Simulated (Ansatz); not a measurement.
# ZnCr3C: relaxing a made-up structure, part 2 of 2

This structure for ZnCr3C is made up. Its elements were placed in a known structure type with a cell scaled to their sizes. What cell does the guess relax to, and how far off was it?

Ansatz 0.2.0; DFT, PBEsol, plane-wave PAW, default files, scalar-relativistic, ferromagnetic start, cell and ions relaxed at zero pressure (the session's first sound run).

So far: The starting structure; Relaxing cell and atoms. The relaxed cell has a = 3.804 Å (conventional setting).

## Step 3: Bands of the relaxed cell

A second self-consistent run takes a narrower smearing and the mesh shown in its input; the bands follow along the standard path of the relaxed lattice.

This step: DFT, PBEsol, plane-wave PAW, default files, scalar-relativistic, no spin, bands and density of states at the relaxed cell (Ansatz 0.2.0).

File input.yaml:

```yaml
crystal:
  lattice:
    - [3.8041097903, 0.0, 0.0]
    - [0.0, 3.8041097903, 0.0]
    - [0.0, 0.0, 3.8041097903]
  atoms:
    - { symbol: Zn, position: [0.0, 0.0, 0.0] }
    - { symbol: Cr, position: [0.5, 0.0, 0.5] }
    - { symbol: Cr, position: [0.5, 0.5, 0.0] }
    - { symbol: Cr, position: [0.0, 0.5, 0.5] }
    - { symbol: C, position: [0.5, 0.5, 0.5] }
kpoints:
  mp_grid: { grid: [8, 8, 8] }
  band_path:
    path:
      - [[0.0, 0.0, 0.0], [0.0, 0.5, 0.0], [0.5, 0.5, 0.0], [0.0, 0.0, 0.0], [0.5, 0.5, 0.5], [0.0, 0.5, 0.0]]
      - [[0.5, 0.5, 0.0], [0.5, 0.5, 0.5]]
    npoints: 13
scf:
  occupations: { method: fermi_dirac, width: 0.03 }
  n_extra_bands: 9
hamiltonian:
  xc: pbesol
  pseudopotentials: { kind: paw }
output:
  forces: true
  stress: true
  write_bands: true
  dos: { projected: true }
  write_density: true
  write_potential: true
  elf: true
  volumetric_format: npy
```

Command:

```
$ ansatz run input.yaml --threads 4 --pin off --max-ram 8192MiB --backend cpu --events-out ev --progress --plain --runs-dir out
```

Numbers of over 12 decimals in the logs are rounded to 6 here.

Log:

```text
[...]
Crystal: 5 atoms, lattice volume = 55.050 Å³
Basis set: ecut = 420 eV, 1045 PW (Γ), exchange–correlation on 54×54×54 points (8 copies of the dense FFT grid, shifted against one another)
Bands: 38, of which v1, the nominal top of the filled ones, is band 29 counted from 1 (28 counted from 0)
Symmetry: 48 space group operations
[...]
k-points: 35 of 512
[...]
SCF iter   1: F=—  HF=-13574.599587 eV  |F-HF|=—  |Δ(HF+E_count)|=         —  Δρ=8.55e-3  dr2=2.43e-2  ethr=1.77e-3  ⟨swp⟩=5.8  Hψ=4552  notcnv=0  defer=5
[...]
SCF iter   7: F=-13574.593022 eV  HF=-13574.593022 eV  |F-HF|=2.00e-8  |Δ(HF+E_count)|=   2.19e-7  Δρ=1.38e-5  dr2=8.14e-8  ethr=1.72e-10  ⟨swp⟩=11.9  Hψ=8878  notcnv=0
SCF 1 converged in 7 iterations: F = -13574.593022 eV  dr2 = 8.14e-8
[...]
NSCF: frozen V_eff on 80 k-points
SCF converged after 7 iterations
Free energy (F): -13574.593022 eV
[...]
Internal energy: -13574.576525 eV  (E = F + TS)
E sigma→0 (E₀):  -13574.584774 eV
Entropy (-TS):   -0.016497 eV (-3.299 meV/atom)
Fermi energy:    16.237817 eV
[...]
--- Stress (GPa, compression-positive) ---
       -0.083814      -0.000000       0.000000
        0.000000      -0.083814       0.000000
       -0.000000      -0.000000      -0.083814
  P = ⅓ Tr σ = -0.0838 GPa (-0.838 kbar)
--- Band table (eV; the first three rows and the last of 35) ---
  k-point 0: bands = [... 25 lower, 14.2786, 14.2786, 16.6831, 16.6831, 16.6831, 16.9258, 16.9258, 18.0643, ... 5 higher]
  k-point 1: bands = [... 25 lower, 14.2767, 14.3864, 16.6321, 16.6434, 16.6434, 16.8563, 16.9258, 17.9592, ... 5 higher]
  k-point 2: bands = [... 25 lower, 14.1441, 14.6910, 16.4226, 16.5062, 16.5889, 16.5889, 16.9194, 17.6639, ... 5 higher]
  k-point 34: bands = [... 25 lower, 15.4620, 15.4620, 15.4620, 15.7326, 15.7326, 15.7326, 17.0725, 17.0725, ... 5 higher]
```

It took 2.9 s on 4 threads of Arm Neoverse V1, shared host; peak memory 0.41 GiB; 10 s of CPU time.

This step gave:

* free energy: -13574.5930 eV
* energy at zero smearing: -13574.5848 eV
* smearing term TS: 0.01650 eV
* pressure: -0.08381 GPa

bands.tsv at the labelled points (eV, zero at the Fermi level; the bands that come nearest the Fermi level along the path):

```
point  band 26  band 27  band 28  band 29  band 30  band 31  band 32  band 33
    Γ    -1.96    -1.96     0.45     0.45     0.45     0.69     0.69     1.83
    X    -2.16    -0.89    -0.31     0.08     0.33     0.33     0.54     0.90
    M    -0.83    -0.83    -0.71    -0.71     0.18     0.66     0.68     0.82
    Γ    -1.96    -1.96     0.45     0.45     0.45     0.69     0.69     1.83
    R    -0.78    -0.78    -0.78    -0.51    -0.51    -0.51     0.83     0.83
    X    -2.16    -0.89    -0.31     0.08     0.33     0.33     0.54     0.90
    M    -0.83    -0.83    -0.71    -0.71     0.18     0.66     0.68     0.82
    R    -0.78    -0.78    -0.78    -0.51    -0.51    -0.51     0.83     0.83
```

Counts of states for the cell as run, both spins, by energy window (eV from the Fermi level): Near the top, bands beyond those computed are missing, so counts there can be too low.

```csv
from,to,total
-8,-7,2.11
-7,-6,10.07
-6,-5,1.64
-5,-4,2.91
-4,-3,1.65
-3,-2,4.77
-2,-1,3.84
-1,0,5.04
0,1,7.22
1,2,2.76
2,3,3.14
3,4,1.53
```

Below -8 eV lie 26.0 more states.

Electrostatic potential energy in the ac plane at fractional y = 0.500, with atoms of Cr and C within 0.2 Å of it. With pseudopotentials it is smooth inside the atoms' cores, unlike the true potential.

Ten even steps from '0' (-40 eV) to '9' (19 eV), each cell a mean:
```
99985322236999
99997432357999
89998755678999
67899877889876
34688765688753
22468510168632
22367300057522
22367400167532
23578743578743
56789877889875
88998766689998
99997533468999
99986322247999
99985222236899
```
Columns run along a (3.8 Å; values clipped at the 3rd and 97th percentile), rows up along c (3.8 Å). Atoms in or near the plane, at fractional coordinates: Cr at (0.50, 0.00), Cr at (0.00, 0.50), C at (0.50, 0.50).

Valence density in the ac plane at fractional y = 0.500, with atoms of Cr and C within 0.2 Å of it. It is the smooth field of the valence electrons, not physical close to the nuclei.

Ten even steps from '0' (0 e/Å³) to '9' (20 e/Å³), each cell a mean:
```
00000257410000
00000123200000
00000000000000
00000000000000
21000000000001
64100000000024
96200000000037
74100000000025
32000000000012
00000000000000
00000000000000
00000012100000
00000246410000
00000379620000
```
Columns run along a (3.8 Å), rows up along c (3.8 Å). Atoms in or near the plane, at fractional coordinates: Cr at (0.50, 0.00), Cr at (0.00, 0.50), C at (0.50, 0.50).

ELF in the ac plane at fractional y = 0.500, with atoms of Cr and C within 0.2 Å of it. It is the smooth field of the valence electrons, not physical close to the nuclei.

Ten even steps from '0' (0.06) to '9' (0.94), each cell a mean:
```
33212799852123
22211467631232
11221122212221
21123444443212
65215777764135
98415743574268
99525620374279
98425742474269
76315776774147
32124555553112
11222122112211
22221345421222
33212689851123
33213799962123
```
Columns run along a (3.8 Å), rows up along c (3.8 Å). Atoms in or near the plane, at fractional coordinates: Cr at (0.50, 0.00), Cr at (0.00, 0.50), C at (0.50, 0.50).

## Step 4: Outcome

```json
{"space group, relaxed": "Pm-3m", "conventional cell": "a = 3.804, b = 3.804, c = 3.804 Å; α = 90.0°, β = 90.0°, γ = 90.0°", "volume per atom": "11.01 Å³ (guess 11.74)", "total moment": "0.00 μB in the cell of 5 atoms"}
```

ZnCr3C relaxes to Pm-3m with a = 3.804, b = 3.804 and c = 3.804 Å. The guessed volume was 7 % too large. The space group Pm-3m was held in the relaxation, so the end point is a stationary structure within it and may be a saddle against distortions or other arrangements. The moments died out from this one start and weren't seeded again at the relaxed cell. Bands cross the Fermi level, so it is a metal or semimetal at this level. On the 8×8×8 mesh with the narrower smearing (relaxed on 7×7×7) the forces vanish, as symmetry may demand, and the largest stress component is 0.084 GPa, against the relaxation's thresholds of 0.015 eV/Å and 0.05 GPa. The cutoff wasn't tested. No dispersion term is used, so weakly bound directions may come out too long. Nothing here tests whether the compound is stable against decomposition.

[Logs are printed without paths, hosts, clocks, repeated set-up lines and the standing remarks that a program may print on its own settings, such as how far it seeks lower states.]

[Hosts, paths, dates, database ids (printed as entryN), source tags and the programs' standing remarks are cut or masked in the printed files.]
